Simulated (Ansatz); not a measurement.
# Mg6CdPb: relaxing a made-up structure, part 2 of 2

Starting from a made-up structure for Mg6CdPb, the aim is the relaxed cell, its shortest contacts and, where a second run follows, its electronic structure.

Ansatz 0.2.0; DFT, PBEsol, plane-wave PAW, files of the set soft_1, scalar-relativistic, no spin, cell and ions relaxed at zero pressure; PAW set soft_1 (the session's first sound run).

So far: Starting point; Relaxing cell and atoms. The relaxed cell has a, b, c = 5.002, 6.706, 10.824 Å (conventional setting).

**3. Electronic structure of the relaxed cell**

With the geometry fixed, one more self-consistent run, with a narrower smearing and the mesh shown in its input, gives the bands, and its pressure, and its forces where symmetry allows any, show how far the geometry depends on these settings.

This step: DFT, PBEsol, plane-wave PAW, files of the set soft_1, scalar-relativistic, no spin, bands and density of states at the relaxed cell; PAW set soft_1 (Ansatz 0.2.0).

input.yaml reads:

```yaml
crystal:
  lattice:
    - [5.0019824546, 0.0, 0.0]
    - [0.0, 3.3529533486, 5.4120195399]
    - [0.0, -3.3529533486, 5.4120195399]
  atoms:
    - { symbol: Pb, position: [0.5, 0.1630320205, 0.1630320205] }
    - { symbol: Cd, position: [0.5, 0.6667580483, 0.6667580483] }
    - { symbol: Mg, position: [0.0, 0.8367459583, 0.8367459583] }
    - { symbol: Mg, position: [0.0, 0.3374225953, 0.3374225953] }
    - { symbol: Mg, position: [0.0, 0.3482433039, 0.8252833327] }
    - { symbol: Mg, position: [0.0, 0.8252833327, 0.3482433039] }
    - { symbol: Mg, position: [0.5, 0.164105473, 0.6625092679] }
    - { symbol: Mg, position: [0.5, 0.6625092679, 0.164105473] }
kpoints:
  mp_grid: { grid: [6, 6, 6] }
  band_path:
    path:
      - [[0.0, 0.0, 0.0], [0.0, 0.34595692, -0.34595692], [0.0, 0.0, -0.5], [-0.5, 0.0, -0.5], [-0.5, 0.34595692, -0.34595692], [-0.5, 0.0, 0.0], [0.0, 0.0, 0.0], [0.0, -0.5, -0.5], [0.0, -0.34595692, -0.65404308], [-0.5, -0.34595692, -0.65404308], [-0.5, -0.5, -0.5], [0.0, -0.5, -0.5]]
      - [[-0.5, 0.0, 0.0], [-0.5, -0.5, -0.5]]
    npoints: 6
scf:
  occupations: { method: fermi_dirac, width: 0.03 }
  n_extra_bands: 12
hamiltonian:
  xc: pbesol
  pseudopotentials: { kind: paw, azcp: { folder: soft_1 }, xc_functional: pbe }
output:
  forces: true
  stress: true
  write_bands: true
  dos: { projected: true }
  write_density: true
  write_potential: true
  elf: true
  volumetric_format: npy
```

The run is started by

```sh
ansatz run input.yaml --threads 4 --pin off --max-ram 10240MiB --backend cpu --events-out ev --progress --plain --runs-dir out
```

Numbers of over 12 decimals in the logs are rounded to 6 here.

Log:

```text
[...]
Crystal: 8 atoms, lattice volume = 181.534 Å³
Basis set: ecut = 420 eV, 3545 PW (Γ), exchange–correlation on 72×90×90 points (8 copies of the dense FFT grid, shifted against one another)
Bands: 59, of which v1, the nominal top of the filled ones, is band 47 counted from 1 (46 counted from 0)
Symmetry: 4 space group operations
[...]
k-points: 52 of 216 (time reversal used)
[...]
SCF iter   1: F=—  HF=-31416.662116 eV  |F-HF|=—  |Δ(HF+E_count)|=         —  Δρ=4.22e-2  dr2=9.06e0  ethr=3.10e-3  ⟨swp⟩=9.2  Hψ=13431  notcnv=0  defer=27
[...]
SCF iter   9: F=-31413.985365 eV  HF=-31413.985365 eV  |F-HF|=2.57e-8  |Δ(HF+E_count)|=   5.73e-8  Δρ=3.41e-6  dr2=2.94e-8  ethr=1.06e-10  ⟨swp⟩=17.0  Hψ=23882  notcnv=0
SCF 1 converged in 9 iterations: F = -31413.985365 eV  dr2 = 2.94e-8
[...]
NSCF: frozen V_eff on 74 k-points
SCF converged after 9 iterations
Free energy (F): -31413.985365 eV
[...]
Internal energy: -31413.977827 eV  (E = F + TS)
E sigma→0 (E₀):  -31413.981596 eV
Entropy (-TS):   -0.007538 eV (-0.942 meV/atom)
Fermi energy:    7.998058 eV
[...]
--- Forces (eV/Å), atoms counted from 1 ---
  atom   1  Pb    -0.00000000     0.00000000    -0.02464808
  atom   2  Cd    -0.00000000     0.00000000     0.01133604
  atom   3  Mg     0.00000000     0.00000000     0.01464083
  atom   4  Mg     0.00000000     0.00000000     0.07839673
  atom   5  Mg    -0.00000000     0.05153165    -0.03614892
  atom   6  Mg    -0.00000000    -0.05153165    -0.03614892
  atom   7  Mg    -0.00000000     0.00029078    -0.00370742
  atom   8  Mg    -0.00000000    -0.00029078    -0.00370742
  max |Σ_I F_I| component: 1.28e-5 eV/Å
--- Stress (GPa, compression-positive) ---
        0.290556      -0.000000      -0.000000
       -0.000000      -0.253933      -0.000000
       -0.000000      -0.000000      -0.046983
  P = ⅓ Tr σ = -0.0035 GPa (-0.035 kbar)
--- Band table (eV; the first three rows and the last of 52) ---
  k-point 0: bands = [... 43 lower, 5.5207, 5.5853, 5.6887, 6.9815, 9.1720, 10.0995, 10.4420, 10.6370, ... 8 higher]
  k-point 1: bands = [... 43 lower, 5.8109, 5.9755, 6.7700, 7.1848, 8.7412, 9.3421, 9.9135, 10.3415, ... 8 higher]
  k-point 2: bands = [... 43 lower, 6.1494, 6.8608, 7.7660, 7.9008, 8.1438, 8.7257, 9.5544, 9.6132, ... 8 higher]
  k-point 51: bands = [... 43 lower, 4.6835, 5.2006, 5.8124, 8.7307, 9.3659, 9.8244, 10.1915, 10.1918, ... 8 higher]
```

Run time: 29 s. Hardware: 4 threads of Arm Neoverse V1, shared host; peak memory 0.96 GiB; 1.9 min of CPU time.

Reading the cycles: dr2 is the Hartree energy of the density residual (eV), the measure of convergence; HF is the Harris–Foulkes estimate of the energy, which meets the free energy F at convergence.

Numbers from this step:

```yaml
free_energy: -31413.9854 eV
energy_at_zero_smearing: -31413.9816 eV
smearing_term_ts: 0.007538 eV
fermi_energy: 7.998 eV
pressure: -0.003453 GPa
```

bands.tsv at the labelled points (eV, zero at the Fermi level; the bands that come nearest the Fermi level along the path):

```tsv
point	band 44	band 45	band 46	band 47	band 48	band 49	band 50	band 51
Γ	-2.48	-2.41	-2.31	-1.02	1.17	2.10	2.44	2.64
X	-1.44	-1.23	-0.23	-0.22	0.09	0.25	0.50	2.46
S	-1.33	-0.60	-0.39	-0.27	0.41	0.87	1.23	1.53
R	-2.88	-2.22	-2.03	0.73	0.92	1.76	1.87	2.04
A	-3.91	-1.25	-0.54	-0.28	0.12	0.64	1.64	3.54
Z	-2.16	-1.44	-1.36	-1.19	-0.97	-0.68	-0.53	-0.47
Γ	-2.48	-2.41	-2.31	-1.02	1.17	2.10	2.44	2.64
Y	-1.08	-0.52	-0.18	0.09	0.44	0.58	0.81	1.34
X1	-1.44	-1.23	-0.23	-0.22	0.09	0.25	0.50	2.46
A1	-3.91	-1.25	-0.54	-0.28	0.12	0.64	1.64	3.54
T	-3.31	-2.80	-2.19	0.73	1.37	1.83	2.19	2.19
Y	-1.08	-0.52	-0.18	0.09	0.44	0.58	0.81	1.34
Z	-2.16	-1.44	-1.36	-1.19	-0.97	-0.68	-0.53	-0.47
T	-3.31	-2.80	-2.19	0.73	1.37	1.83	2.19	2.19
```

Counts of states for the cell as run, both spins, by energy window (eV from the Fermi level):

```
from  to  total
  -8  -7   0.00
  -7  -6   0.55
  -6  -5   1.78
  -5  -4   2.04
  -4  -3   2.70
  -3  -2   2.76
  -2  -1   3.18
  -1   0   2.96
   0   1   3.52
   1   2   3.88
   2   3   3.93
   3   4   4.24
```

A further 78.0 states lie below the table's range.

Force by atom:

```csv
atom,x (eV/Å),y (eV/Å),z (eV/Å),size
Pb1,0.0000,0.0000,-0.0246,0.0246
Cd2,0.0000,0.0000,0.0113,0.0113
Mg3,0.0000,0.0000,0.0146,0.0146
Mg4,0.0000,0.0000,0.0784,0.0784
Mg5,0.0000,0.0515,-0.0361,0.0629
Mg6,0.0000,-0.0515,-0.0361,0.0629
Mg7,0.0000,0.0003,-0.0037,0.0037
Mg8,0.0000,-0.0003,-0.0037,0.0037
```

ELF in the bc plane of the conventional cell at fractional x = 0.500, with atoms of Pb and Cd and Mg within 0.2 Å of it. It is the smooth field of the valence electrons, not physical close to the nuclei.

Ten even steps from '_' (0.03) to '@' (0.87), each cell a mean:
```
----....::::....--====::__..::..__::--
==::__::::::::__::====....--..--....==
++--__::::::::__--++==....--::--....++
++==::__....__::==++++--..........--++
------::....::==========--::..::--==--
::::::::::::--==========----::::::::::
++--::::::::--==--::--====--::::::--==
@@**--::..::--==..____--==--::..::==%%
%%++--::::::--==..____--==--::::::==##
----::::::----====----====----::::::--
::::--------==============--------::::
------::....::--========--......::----
==--....::::....------::__..::..__::==
==::__::::::::__::====....--..--....==
++--__::::::::__--++==....--::--....==
++==::__....__::++++++--..........--++
======::....::--------==--::..::--====
======--::::::::::::::::::::::--======
::--==--::::::::==++==--::::::--====--
__..==--::..::--**@@%%==::..::--==--__
__..==--::::::--++%%##==::::::--==--__
--====----::::::------::::::----====--
========--------::::::::------========
====--::....::----------::......--====
```
Columns run along b (6.7 Å), rows up along c (10.8 Å), edges of the conventional cell, whose origin can differ from the input's. Atoms in or near the plane, at fractional coordinates: Pb at (0.00, 0.16), Pb at (0.50, 0.66), Cd at (0.50, 0.17), Cd at (0.00, 0.67), Mg at (0.75, 0.41), Mg at (0.25, 0.91), Mg at (0.25, 0.41), Mg at (0.75, 0.91).

Electrostatic potential energy in the bc plane of the conventional cell at fractional x = 0.500, with atoms of Pb and Cd and Mg within 0.2 Å of it. With pseudopotentials it is smooth inside the atoms' cores, unlike the true potential.

Ten even steps from '0' (-64 eV) to '9' (10 eV), each cell a mean:
```
9997557999998646899
9983003899996101699
9984004899996101699
9998668999998767899
9999999999999999999
8899999988899999998
6689999744458999876
4579998544447999865
5579998544447999865
6789999754468999987
9999999998899999999
9999999999999999999
9997457999998646899
9983003899996101699
9984004899996101699
9998668999998767899
9999999999999999999
8899999988899999998
4479999866678999854
4458999654568999744
4458999755568999744
4589999876789999864
8999999999999999998
9999999999999999999
```
Columns run along b (6.7 Å; values clipped at the 3rd and 97th percentile), rows up along c (10.8 Å), edges of the conventional cell, whose origin can differ from the input's. Atoms in or near the plane, at fractional coordinates: Pb at (0.00, 0.16), Pb at (0.50, 0.66), Cd at (0.50, 0.17), Cd at (0.00, 0.67), Mg at (0.75, 0.41), Mg at (0.25, 0.91), Mg at (0.25, 0.41), Mg at (0.75, 0.91).

Valence density in the bc plane of the conventional cell at fractional x = 0.500, with atoms of Pb and Cd and Mg within 0.2 Å of it. It is the smooth field of the valence electrons, not physical close to the nuclei.

Values in e/Å³, 13 rows by 16 columns, each cell a mean:
```
 0  0  0  6  9  2  0  0  0  0  0  6  9  2  0  0
 0  0  1  7 10  2  0  0  0  0  1  7 10  2  0  0
 0  0  0  0  0  0  0  0  0  0  0  0  0  0  0  0
 7  3  0  0  0  0  1  3  3  2  0  0  0  0  1  5
16  6  1  0  0  0  2  5  6  3  1  0  0  0  3 12
 1  0  0  0  0  0  0  1  1  1  0  0  0  0  0  1
 0  0  0  1  1  0  0  0  0  0  0  1  1  0  0  0
 0  0  1 12 17  3  0  0  0  0  1 11 17  3  0  0
 0  0  0  1  1  0  0  0  0  0  0  1  1  0  0  0
 1  1  0  0  0  0  0  1  1  1  0  0  0  0  0  1
 6  3  1  0  0  0  3 13 17  6  1  0  0  0  2  5
 3  2  0  0  0  0  1  5  6  2  0  0  0  0  1  3
 0  0  0  0  0  0  0  0  0  0  0  0  0  0  0  0
```
Columns run along b (6.7 Å), rows up along c (10.8 Å), edges of the conventional cell, whose origin can differ from the input's. Atoms in or near the plane, at fractional coordinates: Pb at (0.00, 0.16), Pb at (0.50, 0.66), Cd at (0.50, 0.17), Cd at (0.00, 0.67), Mg at (0.75, 0.41), Mg at (0.25, 0.91), Mg at (0.25, 0.41), Mg at (0.75, 0.91).

**4. Summary of results**

- space group, relaxed: Amm2
- conventional cell: a = 5.002, b = 6.706, c = 10.824 Å; α = 90.0°, β = 90.0°, γ = 90.0°
- volume per atom: 22.69 Å³ (guess 22.56)

In words: Mg6CdPb relaxes to Amm2 with a = 5.002, b = 6.706 and c = 10.824 Å. The guessed volume was near the relaxed one. The space group Amm2 was held in the relaxation, so the end point is a stationary structure within it and may be a saddle against distortions or other arrangements. Bands cross the Fermi level, so it is a metal or semimetal at this level. On the 6×6×6 mesh with the narrower smearing (relaxed on 5×5×5) the largest force component is 0.078 eV/Å and the largest stress component is 0.291 GPa, against the relaxation's thresholds of 0.015 eV/Å and 0.05 GPa. The cutoff wasn't tested. Spin-orbit coupling is left out, which can matter for elements this heavy. No dispersion term is used, so weakly bound directions may come out too long. Nothing here tests whether the compound is stable against decomposition.

[Logs are printed without paths, hosts, clocks, repeated set-up lines and the standing remarks that a program may print on its own settings, such as how far it seeks lower states.]

[Hosts, paths, dates, database ids (printed as entryN), source tags and the programs' standing remarks are cut or masked in the printed files.]
